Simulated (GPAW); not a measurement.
# Conductance along a series: a B chain with one atom pushed aside at constant bond length, part 2 of 2

Aim: how the conductance and the thermopower change along a series of junctions, a B chain with one atom pushed aside at constant bond length.

GPAW 26.7.0; GPAW LCAO, PAW setups; Landauer transmission from Green's functions with principal layers (ASE), zero bias.

So far, transmission at the Fermi level (one spin): step 2 (member of the series, offset 0.3 Å) 1.99; step 3 (another cell, offset 0.6 Å) 1.91; step 4 (another cell, offset 0.9 Å) 1.37; step 5 (another cell, offset 1.2 Å) 1.23.

### Step 7. Temperature 30

Temperature enters only through the Fermi window.

File run.py:

```python
import json
import numpy as np
from ase import Atoms
from ase.transport.calculators import TransportCalculator
from gpaw import GPAW, FermiDirac
from gpaw.lcao.tools import get_lcao_hamiltonian
from scipy.linalg import eigh

# The junction with lead layers at both ends, along the third cell vector
device = Atoms(
    ['B', 'B', 'B', 'B', 'B', 'B', 'B', 'B', 'B', 'B', 'B', 'B', 'B'],
    positions=[
        [4.50000, 4.50000, 0.77500],
        [4.50000, 4.50000, 2.32500],
        [4.50000, 4.50000, 3.87500],
        [4.50000, 4.50000, 5.42500],
        [4.50000, 4.50000, 6.97500],
        [4.50000, 4.50000, 8.52500],
        [4.80000, 4.50000, 10.04569],
        [4.50000, 4.50000, 11.56638],
        [4.50000, 4.50000, 13.11638],
        [4.50000, 4.50000, 14.66638],
        [4.50000, 4.50000, 16.21638],
        [4.50000, 4.50000, 17.76638],
        [4.50000, 4.50000, 19.31638]],
    cell=[[9.0, 0.0, 0.0], [0.0, 9.0, 0.0], [0.0, 0.0, 20.09138]],
    pbc=True)

# One principal layer of the lead: the first 4 atoms of the device
lead = Atoms(
    ['B', 'B', 'B', 'B'],
    positions=[
        [4.50000, 4.50000, 0.77500],
        [4.50000, 4.50000, 2.32500],
        [4.50000, 4.50000, 3.87500],
        [4.50000, 4.50000, 5.42500]],
    cell=[[9.0, 0.0, 0.0], [0.0, 9.0, 0.0], [0.0, 0.0, 6.2]],
    pbc=True)

settings = dict(mode='lcao', basis='dzp', xc='PBE', h=0.2,
                occupations=FermiDirac(0.1), maxiter=250,
                mixer=dict(beta=0.1, nmaxold=8, weight=100.0),
                convergence=dict(density=0.0001))
energies = np.arange(-3, 3 + 1e-9, 0.075)
eta = 0.0001
n1, n2 = 1, 1
# k and -k transmit alike, so half of the mesh across the current serves
mesh = [(i, j) for i in range(n1) for j in range(n2) if (i, j) <= (-i % n1, -j % n2)]
weights = np.array([1 if (i, j) == (-i % n1, -j % n2) else 2 for i, j in mesh]) / (n1 * n2)

# [... helper functions left out ...]
fermi_lead = ground_state(lead, (1, 1, 18), 'lead.txt')
fermi_device = ground_state(device, (1, 1, 4), 'device.txt')
# [... loop over the mesh left out, but for ...]
        # Shift the lead onto the potential of the device's first layer
        shift = ((H[:, 0, 0] - H0[:, 0, 0]) / S0[0, 0]).real.mean()
# [...]
kT = 8.617333e-5 * 30
bias = [0.1, 0.2, 0.5, 1.0, 1.5, 2.0]
# [... integrals and printing left out ...]
```

The run is started by

```console
$ OMP_NUM_THREADS=1 OPENBLAS_NUM_THREADS=1 python run.py
```

The log of the run:

```text
basis functions: device 169, principal layer 52
Fermi level: lead -4.8868 eV, device -4.8790 eV; lead shifted by -0.0026 eV
largest coupling past the next layer 9.55e-05 eV, largest misfit of the first layer 0.006 eV
  E-E_F (eV)   T (one spin)  [channel counts left out]
    -3.000    9.6958e-01
    -2.925    9.6621e-01
    -2.850    9.6157e-01
    -2.775    9.5483e-01
    -2.700    9.4431e-01
    -2.625    9.2614e-01
    -2.550    8.8882e-01
    -2.475    7.7568e-01
    -2.400    8.2843e-04
    -2.325    9.2875e-09
    -2.250    3.9779e-10
    -2.175    4.8205e-11
    -2.100    9.9337e-12
    -2.025    3.1981e-12
    -1.950    1.6156e-12
    -1.875    1.1557e-12
[...]
2.475    1.9956e+00
     2.550    1.9956e+00
     2.625    1.9957e+00
     2.700    1.9957e+00
     2.775    1.9957e+00
     2.850    1.9957e+00
     2.925    1.9957e+00
     3.000    1.9957e+00
conductance at 30 K: 1.9935 G0 a cell; thermopower -0.0001801 uV/K
current from the zero-bias T(E) at 0.1 V: 15.446 uA
current from the zero-bias T(E) at 0.2 V: 30.891 uA
current from the zero-bias T(E) at 0.5 V: 77.225 uA
current from the zero-bias T(E) at 1.0 V: 154.42 uA
current from the zero-bias T(E) at 1.5 V: 231.53 uA
current from the zero-bias T(E) at 2.0 V: 293.74 uA
```

Elapsed: 26 s, on 1 thread of Arm Neoverse V2, shared host; peak memory 0.65 GiB.

This step gave:

```yaml
conductance: 1.994 G₀
largest_misfit_of_the_first_principal_layer: 0.006010 eV
shift_that_aligns_the_lead: -0.002624 eV
transmission_at_the_fermi_level_one_spin: 1.994
```

One spin. The transmission, zone mean by energy, zero at the Fermi level:

energy (eV), transmission, zone mean and a bar:
```
    -3.00       0.97 ###############
    -2.85       0.96 ##############
    -2.70       0.94 ##############
    -2.55       0.89 #############
    -2.33       0.00 
    -2.17       0.00 
    -2.02       0.00 
    -1.88       0.00 
    -1.73       0.00 
    -1.57       0.00 
    -1.35       0.00 
    -1.20       0.00 
    -1.05       0.00 
    -0.90       1.96 #############################
    -0.75       1.98 ##############################
    -0.60       1.99 ##############################
    -0.38       1.99 ##############################
    -0.23       1.99 ##############################
    -0.07       1.99 ##############################
     0.00       1.99 ##############################
     0.07       1.99 ##############################
     0.23       1.99 ##############################
     0.38       1.99 ##############################
     0.60       1.99 ##############################
     0.75       1.99 ##############################
     0.90       1.99 ##############################
     1.05       1.99 ##############################
     1.20       1.99 ##############################
     1.35       1.99 ##############################
     1.57       1.99 ##############################
     1.73       1.99 ##############################
     1.88       2.00 ##############################
     2.02       2.00 ##############################
     2.17       2.00 ##############################
     2.33       2.00 ##############################
     2.55       2.00 ##############################
     2.70       2.00 ##############################
     2.85       2.00 ##############################
     3.00       2.00 ##############################
```

Not self-consistent under bias; the bias window is split evenly. Table of current through one cell, from the zero-bias transmission by bias:

```tsv
bias (V)	current through one cell, from the zero-bias transmission (μA)
0.100	15.4
0.200	30.9
0.500	77.2
1.000	154
1.500	232
2.000	294
```

Table of transmission of the three most open eigenchannels by energy, zero at the Fermi level:

```tsv
energy (eV)	channel 1	channel 2	channel 3
-3.0000	0.970	1.4e-12	0
-2.7750	0.955	1.3e-12	0
-2.4750	0.776	1.2e-12	0
-2.2500	4.0e-10	1.1e-12	0
-2.0250	2.2e-12	0	0
-1.7250	0	0	0
-1.5000	0	0	0
-1.2750	0	0	0
-0.9750	3.7e-8	2.7e-8	0
-0.7500	0.997	0.985	0
-0.5250	0.998	0.992	0
-0.2250	0.999	0.994	0
0.0000	0.999	0.995	0
0.2250	0.999	0.994	0
0.5250	0.999	0.994	0
0.7500	0.999	0.994	0
0.9750	0.999	0.994	0
1.2750	0.999	0.995	0
1.5000	0.999	0.995	0
1.7250	0.999	0.996	0
2.0250	0.999	0.996	0
2.2500	0.999	0.996	0
2.4750	0.999	0.996	0
2.7750	0.999	0.996	0
3.0000	0.999	0.996	0
```

With these changes, and at 30 K in place of 300 K, the conductance is 1.99 G₀ against 1.99 in the unchanged run; T at the Fermi level, which temperature doesn't enter, is 1.99 against 1.99.

### Step 8. Summary of results

| Quantity | Value |
| --- | --- |
| conductance, first and last member | 1.99 and 1.23 G₀ |
| largest and smallest | 1.99 and 1.23 G₀ |

In words: As the sideways shift goes from 0.3 to 1.2 Å, the conductance goes from 1.99 to 1.23 G₀. The conductance falls at every step of the series. The geometry was built from estimated bond lengths and not relaxed, so the numbers describe this model structure. The run had no spin polarisation, so a magnetic state, which chains and small molecules with open shells often have, wasn't tested. An evenly spaced straight chain is an idealisation: free chains tend to dimerise, zigzag or, where a band edge lies near the Fermi level, turn magnetic. The currents use the zero-bias T(E) throughout, which holds only while the bias is small against the distance to the nearest feature. The energy step is wider than the thermal energy, so the conductance and thermopower rest on interpolation of T(E).

[Logs are printed without paths, hosts, clocks, repeated set-up lines and the standing remarks that a program may print on its own settings, such as how far it seeks lower states.]

[Hosts, paths, dates, database ids (printed as entryN), source tags and the programs' standing remarks are cut or masked in the printed files.]
